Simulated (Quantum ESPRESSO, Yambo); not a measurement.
**WS2 (Tungstenite): G0W0 in Yambo against the screening cutoff**

Aim: move the screening cutoff of a G0W0 run on WS2 (Tungstenite) over a wide range.

Calculated with Yambo 5.3.0; PBEsol and many-body steps on it, plane waves.

This is a report of a sequence of runs, with most program output left out.

## (1) The structure

It takes space group R3m (No. 160, trigonal). Conventional cell: a = 3.158 Å, b = 3.158 Å, c = 18.490 Å, α = 90.00°, β = 90.00°, γ = 120.00°. Nearest to W lie 6 S at 2.40 Å. S has 3 W at 2.40 Å nearest. Nearest to S lie 3 W at 2.40 Å. Farther neighbours and most contacts between anions are not listed.

As a file:

```cif
data_structure
_symmetry_space_group_name_H-M 'P 1'
_symmetry_Int_Tables_number 1
_cell_length_a 6.4274
_cell_length_b 6.4274
_cell_length_c 6.4274
_cell_angle_alpha 28.443
_cell_angle_beta 28.443
_cell_angle_gamma 28.443
_cell_volume 53.23
loop_
_atom_site_label
_atom_site_type_symbol
_atom_site_fract_x
_atom_site_fract_y
_atom_site_fract_z
_atom_site_occupancy
W1 W 0.00067 0.00067 0.00067 1
S2 S 0.24954 0.24954 0.24954 1
S3 S 0.41849 0.41849 0.41849 1
```

Geometry: measured (diffraction); atoms relaxed with PBEsol. The runs that relaxed it are not among those shown. Spin-orbit coupling is left out unless a step names it.

## (2) 2.5 Ha

This step: Yambo 5.3.0; G0W0 on PBEsol, plane waves, norm-conserving pseudopotentials.

Now the one-shot GW correction: screening in the RPA, then the self-energy of the levels asked for.

Input file gw7.in:

```
HF_and_locXC
gw0
dyson
ppa
em1d
rim_cut
RandQpts= 1000000
RandGvec= 1 RL
EXXRLvcs= 62 Ry
VXCRLvcs= 248 Ry
Chimod= "HARTREE"
% BndsRnXp
 1 | 99 |
%
NGsBlkXp= 5 Ry
% LongDrXp
 1 | 1 | 1 |
%
% GbndRnge
 1 | 99 |
%
DysSolver= "n"
ExtendOut
PPAPntXp= 27.21138 eV
% QPkrange
 13 | 13 | 12 | 15 |
 2 | 2 | 12 | 15 |
 1 | 1 | 12 | 15 |
%
```

The run is started by

```sh
$ OMP_NUM_THREADS=1 mpirun -n 4 yambo -F gw7.in -J gw7 -C gw7 > gw7.log
```

The job ended after 3.7 min (4 MPI ranks of Arm Neoverse V1, shared host; peak memory 3.1 GiB).

This step gave:

```yaml
g0w0_gap_on_the_points_computed: 1.759 eV
starting_gap_on_the_mesh: 1.328 eV
k_of_the_valence_top: -0.5, -0.5, -0.5
k_of_the_conduction_bottom: 0, 0, 0.25
least_direct_g0w0_gap_on_the_computed_points: 2.766 eV
z_at_the_valence_top: 0.7961
z_at_the_conduction_bottom: 0.8025
```

The gap on the mesh goes from 1.33 eV to 1.76 eV, a correction of +0.43 eV.

## (3) 4 Ha

gw8.in, as its differences from gw7.in of step 2:

```diff
@@ -14,3 +14,3 @@
 %
-NGsBlkXp= 5 Ry
+NGsBlkXp= 8 Ry
 % LongDrXp
```

The run is started by

```sh
$ OMP_NUM_THREADS=1 mpirun -n 4 yambo -F gw8.in -J gw8 -C gw8 > gw8.log
```

The job ended after 4.3 min (4 MPI ranks; peak memory 3.1 GiB; 17 min of CPU time).

Numbers from this step:

* G0W0 gap on the points computed: 1.822 eV
* starting gap on the mesh: 1.328 eV
* k of the valence top: -0.5, -0.5, -0.5
* k of the conduction bottom: 0, 0, 0.25
* least direct G0W0 gap on the computed points: 2.811 eV
* Z at the valence top: 0.7916
* Z at the conduction bottom: 0.7989

Against the run before, the gap moves by +0.063 eV.

## (4) 8 Ha

gw9.in, as its differences from gw8.in of step 3:

```diff
@@ -14,3 +14,3 @@
 %
-NGsBlkXp= 8 Ry
+NGsBlkXp= 16 Ry
 % LongDrXp
```

The run is started by

```sh
$ OMP_NUM_THREADS=1 mpirun -n 4 yambo -F gw9.in -J gw9 -C gw9 > gw9.log
```

Run time: 8.4 min. Hardware: 4 MPI ranks; peak memory 3.1 GiB.

This step gave:

```yaml
g0w0_gap_on_the_points_computed: 1.845 eV
starting_gap_on_the_mesh: 1.328 eV
k_of_the_valence_top: -0.5, -0.5, -0.5
k_of_the_conduction_bottom: 0, 0, 0.25
least_direct_g0w0_gap_on_the_computed_points: 2.835 eV
```

Against the run before, the gap moves by +0.022 eV.

## (5) 10 Ha

gw10.in, as its differences from gw9.in of step 4:

```diff
@@ -14,3 +14,3 @@
 %
-NGsBlkXp= 16 Ry
+NGsBlkXp= 20 Ry
 % LongDrXp
```

The run is started by

```sh
$ OMP_NUM_THREADS=1 mpirun -n 4 yambo -F gw10.in -J gw10 -C gw10 > gw10.log
```

Run time: 13 min. Hardware: 4 MPI ranks; peak memory 3.1 GiB.

This step gave:

```yaml
g0w0_gap_on_the_points_computed: 1.846 eV
starting_gap_on_the_mesh: 1.328 eV
k_of_the_valence_top: -0.5, -0.5, -0.5
k_of_the_conduction_bottom: 0, 0, 0.25
least_direct_g0w0_gap_on_the_computed_points: 2.836 eV
```

Against the run before, the gap moves by +0.002 eV.

## (6) The runs together

Times are wall times on 4 MPI ranks of Arm Neoverse V1, shared host, good to a factor of about two.

| run | mesh | bands | screening cutoff (eV) | DFT gap (eV) | gap on the mesh (eV) | direct (eV) | time |
| --- | --- | --- | --- | --- | --- | --- | --- |
| 2.5 Ha | 4×4×4 | 99 | 68 | 1.328 | 1.759 | 2.766 | 3.7 min |
| 4 Ha | 4×4×4 | 99 | 108.8 | 1.328 | 1.822 | 2.811 | 4.3 min |
| 8 Ha | 4×4×4 | 99 | 217.7 | 1.328 | 1.845 | 2.835 | 8.4 min |
| 10 Ha | 4×4×4 | 99 | 272.1 | 1.328 | 1.846 | 2.836 | 13 min |

## (7) Outcome

| Item | Value |
| --- | --- |
| 2.5 Ha | 1.759 eV |
| 4 Ha | 1.822 eV |
| 8 Ha | 1.845 eV |
| 10 Ha | 1.846 eV |
| known limits | not at the basis limit; no spin-orbit coupling |

In words: The setting moved: screening cutoff. From 2.5 Ha to 10 Ha the gap moves by +0.09 eV, for 3.6 times the time. It holds to 0.03 eV from 4 Ha on. Bands and screening cutoff are coupled, so a series along one setting does not show full convergence. Bands and cutoff are finite, so the gap is not at the basis limit. The miss can reach some tenths of an eV and take either sign; the mesh is an error of its own. In the G0W0 runs levels were corrected at 3 k points alone, so a gap called «on the mesh» is the least over those, and an edge elsewhere would be missed. A denser mesh or path gives a starting gap of 0.98 eV: the GW mesh misses a band edge, so its gaps are not the fundamental one. The many-body steps are scalar-relativistic: spin-orbit coupling is not in them.

[Paths, hosts, dates, memory and timing lines, banners, echoed tables and standing remarks are left out of the program output.]

[Logs are printed without paths, hosts, clocks, repeated set-up lines and the standing remarks that a program may print on its own settings, such as how far it seeks lower states.]

[Runs of the session that timed out or met a known fault of the program may be left out.]

[Hosts, paths, dates, database ids (printed as entryN), source tags and the programs' standing remarks are cut or masked in the printed files.]
